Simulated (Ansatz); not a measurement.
# MgO (Fm-3m):Cu_Mg, thermodynamic levels from a 54-atom cell

Charge states of Cu_Mg in MgO (Fm-3m), set against the band edges. Model: a cell of 54 host atoms with 1 Mg taken out and 1 Cu put in.

Method: place-levels on r2SCAN runs: charge-transition levels and formation energies with image-charge correction and potential alignment at the atomic sites; PAW set soft_1, in Ansatz 0.2.0.

**What experiment says.**

For MgO, rocksalt (bulk crystal), “Electronic structure of alkaline earth and post-transition metal oxides” (2009, arxiv:0908.1581) quotes earlier work: band gap (literature experimental gap) 7.83 eV [Literature value based on experiment; other listed experimental values range from 7.7 to …].

### Step 1. Set-up

The cell holds 54 atoms: 26 Mg, 27 O and 1 Cu. Cell: a = 8.925 Å, b = 8.925 Å, c = 8.925 Å, α = 60.0°, β = 60.0°, γ = 60.0°. It derives from MgO (space group Fm-3m). Nearest the centre at fractional (0.667, 0.667, 0.333): Cu51 at 0.00 Å, O28 at 2.10 Å, O44 at 2.10 Å, O32 at 2.10 Å, O34 at 2.10 Å, O46 at 2.10 Å, O50 at 2.10 Å, Mg9 at 2.98 Å.

Known beforehand: the electronic dielectric constant, 3.24, and the static one, 10.37, from a response run on this crystal (DFPT, PBEsol) at that run's own cell.

The cell's shortest repeat is 8.9 Å.

### Step 2. What was run first

A transition level is the Fermi level at which two charge states cost the same, so each charge needs its own total energy, at its own relaxed structure.

Random displacements of about 0.05 Å break the site symmetry at the start, so that the relaxation can reach a distorted minimum if there is one. Forces are taken at one point at (¼, ¼, ¼). The cell holds 1 electron more than the neutral one, with a uniform background that keeps it neutral on the whole.

The sampling was tested on the host first: at the k-points planned (1x1x1 shifted 0.25 0.25 0.25) its energy lies 0.020 eV an atom from the dense-mesh value, under the bound of 0.02 eV set for this test; that bounds the host's error, not the defect's.

One of the inputs; charge, spin and start change from state to state.

qm1.relax/input.yaml reads:

```yaml
crystal:
  lattice:
    - [0.0, 6.31124291, 6.31124291]
    - [6.31124291, 0.0, 6.31124291]
    - [6.31124291, 6.31124291, 0.0]
  atoms:
    - { symbol: Mg, position: [0.0, 0.0, 0.0] }
    - { symbol: O, position: [0.16666667, 0.16666667, 0.16666667] }
[... 6 atom lines left out ...]
    - { symbol: Mg, position: [0.0, 0.33333333, 0.33333333] }
[... 3 atom lines left out ...]
    - { symbol: Mg, position: [0.0, 0.66666667, 0.0] }
[... 1 atom line left out ...]
    - { symbol: Mg, position: [0.0, 0.66666667, 0.33333333] }
[... 5 atom lines left out ...]
    - { symbol: Mg, position: [0.33333333, 0.0, 0.33333333] }
[... 6 atom lines left out ...]
    - { symbol: O, position: [0.5, 0.5, 0.5] }
[... 1 atom line left out ...]
    - { symbol: O, position: [0.5, 0.5, 0.83333333] }
[... 1 atom line left out ...]
    - { symbol: O, position: [0.5, 0.83333333, 0.16666667] }
    - { symbol: Mg, position: [0.33333333, 0.66666667, 0.33333333] }
    - { symbol: O, position: [0.5, 0.83333333, 0.5] }
    - { symbol: Mg, position: [0.33333333, 0.66666667, 0.66666667] }
[... 1 atom line left out ...]
    - { symbol: Mg, position: [0.66666667, 0.0, 0.0] }
[... 1 atom line left out ...]
    - { symbol: Mg, position: [0.66666667, 0.0, 0.33333333] }
[... 4 atom lines left out ...]
    - { symbol: O, position: [0.83333333, 0.5, 0.16666667] }
    - { symbol: Mg, position: [0.66666667, 0.33333333, 0.33333333] }
    - { symbol: O, position: [0.83333333, 0.5, 0.5] }
    - { symbol: Mg, position: [0.66666667, 0.33333333, 0.66666667] }
[... 1 atom line left out ...]
    - { symbol: Mg, position: [0.66666667, 0.66666667, 0.0] }
    - { symbol: O, position: [0.83333333, 0.83333333, 0.16666667] }
    - { symbol: Cu, position: [0.66666667, 0.66666667, 0.33333333] }
[... 1 atom line left out ...]
    - { symbol: Mg, position: [0.66666667, 0.66666667, 0.66666667] }
    - { symbol: O, position: [0.83333333, 0.83333333, 0.83333333] }
  host:
    repeats: [3, 3, 3]
    atoms:
      - { symbol: Mg, position: [0.0, 0.0, 0.0] }
      - { symbol: O, position: [0.5, 0.5, 0.5] }
total_charge: -1
basis:
  ecutwfc: 500
  xc_grid: 2
hamiltonian:
  xc: r2scan
  pseudopotentials: { kind: paw, azcp: { folder: soft_1 } }
kpoints:
  mp_grid: { grid: [1, 1, 1], shift: [0.25, 0.25, 0.25] }
scf:
  occupations: { method: fixed }
  max_iter: 60
output:
  forces: true
  charged_corrections:
    epsilon: 3.24
    static_epsilon: 10.37
    defect_position: [0.666667, 0.666667, 0.333333]
relax:
  f_tol: 0.02
  max_steps: 80
  random_displacement: { amplitude: 0.05, seed: 3705 }
checkpoint:
  write: "../qm1.relax.run"
  compress: false
  write_wavefunctions: true
  write_every: 100000
```

Command:

```console
ansatz run input.yaml --threads 4 --pin off --max-ram 7536MiB --backend cpu --events-out ev --progress --plain --runs-dir out
```

Defect states can disperse in a cell of this size, so the energy is taken again at a 2×2×2 shifted mesh, on the relaxed structure.

The run of this state that the levels use, under r2SCAN:

qm1.point/input.yaml reads:

```yaml
crystal:
  checkpoint: "../qm1.relax.run"
  host: checkpoint
total_charge: -1
basis:
  ecutwfc: 500
  xc_grid: 2
hamiltonian:
  xc: r2scan
  pseudopotentials: { kind: paw, azcp: { folder: soft_1 } }
kpoints:
  mp_grid: { grid: [2, 2, 2], shift: [0.5, 0.5, 0.5] }
scf:
  occupations: { method: fermi_dirac, width: 0.01 }
  max_iter: 60
output:
  forces: true
  eigenvalues: true
  charged_corrections:
    epsilon: 3.24
    static_epsilon: 10.37
    defect_position: [0.666667, 0.666667, 0.333333]
  eigenstates: { localisation: true }
  populations: true
  band_densities: [{ bands: [v1, v1] }, { bands: [c1, c1] }]
  write_density: true
  write_potential: true
  volumetric_format: npy
checkpoint:
  read: "../qm1.relax.run"
  write: "../qm1.point.run"
  compress: false
  write_wavefunctions: false
  write_every: 100000
```

Relaxations under r2SCAN at one point at (¼, ¼, ¼); times on 4 threads of Arm Neoverse V2, shared host:

| charge | moment (μB) | occupations | outcome | steps | largest displacement against the far atoms (Å) | time |
| --- | --- | --- | --- | --- | --- | --- |
| −1 | 0 | fixed | converged | 7 | 0.11 | 75 s |
| 0 | 1 | fixed | converged | 6 | 0.07 | 2.2 min |
| +1 | 0 | fixed | not converged | - | - | 44 s |
| +1 | 0 | fermi-dirac | converged | 21 | 0.17 | 4.3 min |
| +1 | 2 | fixed | converged | 4 | 0.06 | 1.7 min |

Single points under r2SCAN at a 2×2×2 shifted mesh; times on 4 threads of Arm Neoverse V2, shared host:

| charge | moment (μB) | occupations | outcome | time |
| --- | --- | --- | --- | --- |
| −1 | 0 | fermi-dirac | converged | 50 s |
| 0 | 1 | fermi-dirac | converged | 1.8 min |
| +1 | 0 | fermi-dirac | converged | 57 s |
| +1 | 2 | fermi-dirac | converged | 2.4 min |

Distances (Å) from Cu51 to the nearest atoms after relaxation with r2SCAN:

| charge | moment (μB) | 1. | 2. | 3. | 4. | 5. | 6. |
| --- | --- | --- | --- | --- | --- | --- | --- |
| −1 | 0 | O 2.22 | O 2.22 | O 2.22 | O 2.22 | O 2.22 | O 2.22 |
| 0 | 1 | O 2.03 | O 2.03 | O 2.17 | O 2.17 | O 2.17 | O 2.18 |
| +1 | 0 | O 1.94 | O 1.94 | O 1.94 | O 1.94 | O 2.26 | O 2.26 |
| +1 | 2 | O 2.05 | O 2.05 | O 2.05 | O 2.05 | O 2.05 | O 2.05 |

### Step 3. Levels against the band edges, r2SCAN

A charged cell interacts with its images and the background, and its potential has another zero than the host's. place-levels removes the first by a point-charge model, screened by the static dielectric constant since the ions have relaxed around the charge, and the second by comparing potentials at atoms far from the defect.

The host is a run of the defect-free crystal in the same cutoffs, grids and k-points, so that basis and sampling errors cancel in part in the differences. The host is run in a cell of 2 atoms on a matching mesh. Its band edges are searched through the zone by a band path, so the gap is smaller than, or equal to, that on the mesh. Chemical potentials are energies per atom of Mg (hcp) and Cu (fcc), run with the same functional and cutoff.

levels.point.yaml reads:

```yaml
host:
  run: host.point.run
states: [qm1.point.run, q0_M1.point.run, qp1.point.run, qp1_M2.point.run]
geometry_from:
  qm1.point.run: qm1.relax.run
  q0_M1.point.run: q0_M1.relax.run
  qp1.point.run: qp1.relax_smeared.run
  qp1_M2.point.run: qp1_M2.relax.run
chemical_potentials:
  Mg:
    energy: -1926.407918
    dataset: "<sha256 of the dataset>"
  Cu:
    energy: -6631.253193
    dataset: "<sha256 of the dataset>"
epsilon: 3.24
static_epsilon: 10.37
vertical:
  - { from: qm1.point.run, to: qm1.point_neutral.run }
  - { from: qp1.point.run, to: qp1.point_neutral.run }
  - { from: qp1_M2.point.run, to: qp1_M2.point_neutral.run }
```

Command:

```console
ansatz place-levels levels.point.yaml -- --threads 4 --pin off --max-ram 7536MiB
```

Numbers of over 12 decimals in the logs are rounded to 6 here.

Output:

```text
[... repeated set-up lines and file paths are left out, and long positions are rounded to six places ...]
(+1/0) 1.134 eV above the valence edge, 4.544 eV under the conduction edge
(0/-1) 3.113 eV above the valence edge, 2.565 eV under the conduction edge
formation energy of charge +1: +3.839 eV with the Fermi level at the valence edge
formation energy of charge 0: +4.973 eV with the Fermi level at the valence edge
formation energy of charge -1: +8.085 eV with the Fermi level at the valence edge
vertical -1 to 0: no energy, since no alignment is typed
  the change from vertical[0].from (qm1.point.run) to vertical[0].to (qm1.point_neutral.run): by its potential at epsilon 3.24 it stands at 0.666 0.666 0.334, with an rms radius of about 1.4 Å (0.8 0.8 0.8 Å across the planes of the cell's vectors); [...]
vertical +1 to 0: no energy, since no alignment is typed
  the change from vertical[1].from (qp1.point.run) to vertical[1].to (qp1.point_neutral.run): by its potential at epsilon 3.24 it stands at 0.667 0.666 0.334, with an rms radius of about 2.1 Å (1.2 1.2 1.2 Å across the planes of the cell's vectors); [...]
vertical +1 to 0: no energy, since no alignment is typed
  the change from vertical[2].from (qp1_M2.point.run) to vertical[2].to (qp1_M2.point_neutral.run): by its potential at epsilon 3.24 it stands at 0.667 0.667 0.333, with an rms radius of about 2.0 Å (1.2 1.2 1.2 Å across the planes of the cell's vectors); [...]
  edges by r2scan, gap 5.678 eV; the host is sampled to repeats of 17.85 Å
  the defect's cells are sampled to repeats of 17.85 Å, like sampling
  charge +1: -72163.4005 eV with its correction of +0.378 eV, at epsilon 10.37, aligned at sites: +0.1262 eV, mean over 21 atomic sites at or beyond 4.46 Å from the defect at [0.6667, 0.6667, 0.3333], with +0.000000 for the charge's moments and without [...]
  charge 0: +0.000 eV for its dipole among its images, +0.000 omitted
  charge -1: -72143.7849 eV with its correction of +0.126 eV, at epsilon 10.37, aligned at sites: +0.1265 eV, mean over 21 atomic sites at or beyond 4.46 Å from the defect at [0.6667, 0.6667, 0.3333], with -0.000000 for the charge's moments and without [...]
  charge +1: states[2] (qp1.point.run) stands 0.732 eV higher, with a moment of 0.00 μB against 2.00
  of states[3] (qp1_M2.point.run): its alignment with the host at atomic sites is doubtful: the cell is too small to show whether the defect's potential has decayed: take a larger one; stability_check_not_made
  of states[1] (q0_M1.point.run): its alignment with the host at atomic sites is doubtful: the cell is too small to show whether the defect's potential has decayed: take a larger one; stability_check_not_made
  of states[0] (qm1.point.run): its alignment with the host at atomic sites is doubtful: the cell is too small to show whether the defect's potential has decayed: take a larger one
  of states[2] (qp1.point.run): its alignment with the host at atomic sites is doubtful: the cell is too small to show whether the defect's potential has decayed: take a larger one
  of vertical[0].to (qm1.point_neutral.run): stability_check_not_made
  of vertical[1].to (qp1.point_neutral.run): stability_check_not_made
  of vertical[2].from (qp1_M2.point.run): stability_check_not_made
  of vertical[2].to (qp1_M2.point_neutral.run): stability_check_not_made
```

Run time: 0.37 s. Hardware: 4 threads of Arm Neoverse V2, shared host.

Levels between the charges placed, in eV above the valence top:

|  | gap (eV) | (+1/0) | (0/−1) |
| --- | --- | --- | --- |
| r2SCAN | 5.68 | 1.13 | 3.11 |

Corrections by state:

| charge | moment (μB) | image terms and alignment (eV) | band filling (eV) | ε used | over the lowest of its charge, as the program ranks them, band filling apart (eV) |
| --- | --- | --- | --- | --- | --- |
| +1 | 2.0 | 0.378 | - | 10.37 | 0.000 |
| 0 | 1.0 | 0.000 | - | - | 0.000 |
| −1 | 0.0 | 0.126 | - | 10.37 | 0.000 |
| +1 | 0.0 | 0.357 | - | 10.37 | 0.732 |

The charged structures listed were also run neutral, and place-levels reads from each pair, by the potential or the spins, how wide the charge is by which they differ; that can be the carrier of either run.

| charge | rms radius (Å) | spread where it is widest against the cell (Å) | wide from (Å) | reading |
| --- | --- | --- | --- | --- |
| +1 | 2.0 | 1.16 | 1.26 | narrow |
| −1 | 1.4 | 0.80 | 1.26 | narrow |

The neutral runs of these pairs need not share the spin of the lowest neutral state, and very wide values only mean spread over the cell.

From the program's caveats on the states, each cut to its opening words:

- charge +1 (2 μB), 0 (1 μB), −1, +1: its alignment with the host at atomic sites is doubtful: the cell is too small to show whether the defect's potential has decayed: take a larger one
- charge +1 (2 μB), 0 (1 μB): flagged: stability check not made

The host's formation energy from the elements is -2.963 eV per atom; it sets how far the chemical potentials can move.

Limit set by the element alone; other compounds of these elements are not counted. Chemical potentials from the elements' reference states: Mg 0.00 eV, O -5.93 eV, Cu 0.00 eV. Formation energies (Mg-rich), with the Fermi level at the valence top and at the conduction bottom (gap 5.68 eV):

| charge | at valence top (eV) | at conduction bottom (eV) | correction included (eV) |
| --- | --- | --- | --- |
| +1 | 3.84 | 9.52 | 0.38 |
| 0 | 4.97 | 4.97 | 0.00 |
| −1 | 8.09 | 2.41 | 0.13 |

```csv
Fermi level (eV),lowest formation energy (eV)
0.00,3.84
0.52,4.35
1.03,4.87
1.55,4.97
2.06,4.97
2.58,4.97
3.10,4.97
3.61,4.47
4.13,3.95
4.65,3.44
5.16,2.92
5.68,2.41
```

Limit set by the element alone; other compounds of these elements are not counted. Chemical potentials from the elements' reference states: O 0.00 eV, Mg -5.93 eV, Cu 0.00 eV. Formation energy by charge state (O-rich; gap 5.68 eV):

| charge | at valence top (eV) | at conduction bottom (eV) | correction included (eV) |
| --- | --- | --- | --- |
| +1 | -2.09 | 3.59 | 0.38 |
| 0 | -0.95 | -0.95 | 0.00 |
| −1 | 2.16 | -3.52 | 0.13 |

Fermi level (eV), lowest formation energy (eV) and a bar from the least value:
```
     0.00      -2.09 #################
     0.52      -1.57 #######################
     1.03      -1.05 #############################
     1.55      -0.95 ##############################
     2.06      -0.95 ##############################
     2.58      -0.95 ##############################
     3.10      -0.95 ##############################
     3.61      -1.45 ########################
     4.13      -1.97 ##################
     4.65      -2.49 ############
     5.16      -3.00 ######
     5.68      -3.52
```

### Step 4. Outcome

```yaml
gap_of_the_host: 5.68 eV (r2SCAN)
level_plus_1_over_0: 1.13 eV above the valence top
level_0_minus_1: 3.11 eV above the valence top
lowest_of_the_charges_placed_just_above_the_valence_top_0p02_ev: +1
lowest_of_the_charges_placed_just_below_the_conduction_bottom_0p02_ev: −1
lowest_formation_energy_at_mid_gap_of_the_charges_run_mg_rich: 4.97 eV
lowest_formation_energy_at_mid_gap_of_the_charges_run_o_rich: -0.95 eV
```

Of the charges placed (−1, 0 and +1), the lowest changes at 1.13 eV (+1/0) and 3.11 eV (0/−1) above the valence top, in a gap of 5.68 eV. Charges above +1 and below −1 were not placed, so these runs say nothing of levels that involve them. States placed: +1 at 2 μB and 0 μB; 0 at 1 μB; −1 at 0 μB. Other spin states or structures, where not listed, weren't placed. Cu is taken at its element; compounds, which aren't counted here, bound the chemical potentials and would shift these formation energies. The lowest formation energy (O-rich) is negative across the gap, so the defect would form by itself: these chemical potentials lie beyond what competing compounds allow, or the host is unstable against it. The program doubts the alignment of potentials for at least one state, a sign that the cell is small. Limits: the images are only 8.9 Å apart; r2SCAN makes the gap too small and tends to spread out bound carriers; where a gas molecule sets a chemical potential or the host's formation energy, its binding is uncorrected.

Calculation against experiment:

| quantity | measured | r2SCAN |
| --- | --- | --- |
| band gap (least gap of the host) (eV) | 7.83 | 5.68 (-2.15 eV) |

Measured values from arxiv:0908.1581 (2009).

How well it matches: The band gap is off by -2.15 eV: a clear miss. Local and semilocal functionals usually give gaps below the measured ones. Zero-point and thermal motion shift the measured gap.

[Logs are printed without paths, hosts, clocks, repeated set-up lines and the standing remarks that a program may print on its own settings, such as how far it seeks lower states.]

[Hosts, paths, dates, database ids (printed as entryN), source tags and the programs' standing remarks are cut or masked in the printed files.]

[Where a table of states has a column of steps, it counts the stored structures, which are thinned; the runs took as many ionic steps or more.]

[A defect's name tells the site on which it was built; relaxed atoms can leave that site.]

[For some hosts the program warned that the k-mesh of the response run may be too coarse for force constants and the static dielectric constant; such warnings are not shown here.]
